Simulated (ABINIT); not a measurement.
**Quasiparticle gap of RbCaH3 (Pm-3m) in ABINIT**

It takes space group Pm-3m (No. 221, cubic). Conventional cell: a = 4.547 Å, b = 4.547 Å, c = 4.547 Å, α = 90.00°, β = 90.00°, γ = 90.00°. Nearest to Rb lie 12 H at 3.22 Å. Nearest to Ca lie 6 H at 2.27 Å. Nearest to H lie 2 Ca at 2.27 Å and 8 H at 3.22 Å and 4 Rb at 3.22 Å. Farther neighbours, and contacts between anions beyond the nearest, are not listed.

| Property | Result |
| --- | --- |
| method | RPA screening on LDA, plane waves, norm-conserving pseudopotentials (and 2 further levels or steps) |
| program | ABINIT 10.8.3 |
| settings | cutoff 31 Ha, PseudoDojo scalar-relativistic 0.4.1 standard, norm-conserving, ngkpt (2, 2, 2), nband 49, ecuteps 3.2 Ha, inclvkb 2, shiftk (0, 0, 0), symchi 1, awtr 1, frequency ppm, 2×2×2 k-mesh |
| cost | 4 runs, 33 s in all on 4 MPI ranks of Arm Neoverse V1, shared host |
| notes | The cell and positions come from the Crystallography Open Database and are kept as given unless a step says otherwise. Limits: no spin-orbit coupling. The 2×2×2 mesh is coarse for this cell, which bears on the long-range parts of exchange and screening. |
| LDA gap | 2.93 eV, direct |
| G0W0 gap on the mesh | 5.35 eV |
| GW settings | 2×2×2 mesh, 49 bands, screening to 87.1 eV, Godby-Needs plasmon pole |
| known limits | short of the basis limit; no spin-orbit coupling; coarse k mesh |

G0W0 moves the gap on the mesh from 2.93 eV to 5.35 eV (+2.42 eV), with Z of 0.78 and 0.82 at the edges. Local fields lower the RPA ε∞ on this mesh from 4.28 to 3.80; a Γ-centred mesh this coarse tends to raise both, most where the direct gap is narrow, while a short band sum lowers them.

[Paths, hosts, dates, memory and timing lines, banners, echoed tables and standing remarks are left out of the program output; an Ansatz launch command may be rebuilt from the run's recorded settings. Measured values are a selection of at most five: reports struck by readers or far from the other reports are left out. None is set beside runs whose start may be inverted or whose files or cutoffs have a known fault.]

[Runs of the session that timed out or met a known fault of the program may be left out.]

[Hosts, paths, dates, database ids (printed as entryN), source tags and the programs' standing remarks are cut or masked in the printed files.]

[G0W0 gaps are taken among the corrected bands and points alone; a level outside them can change the order at an edge.]

[Where Ansatz stands beside ABINIT at settings called matched, ABINIT's density can come from a denser mesh and the files from another edition; pairs whose starting gaps differed by over 0.03 eV were left out, so agreement reads better than it is.]
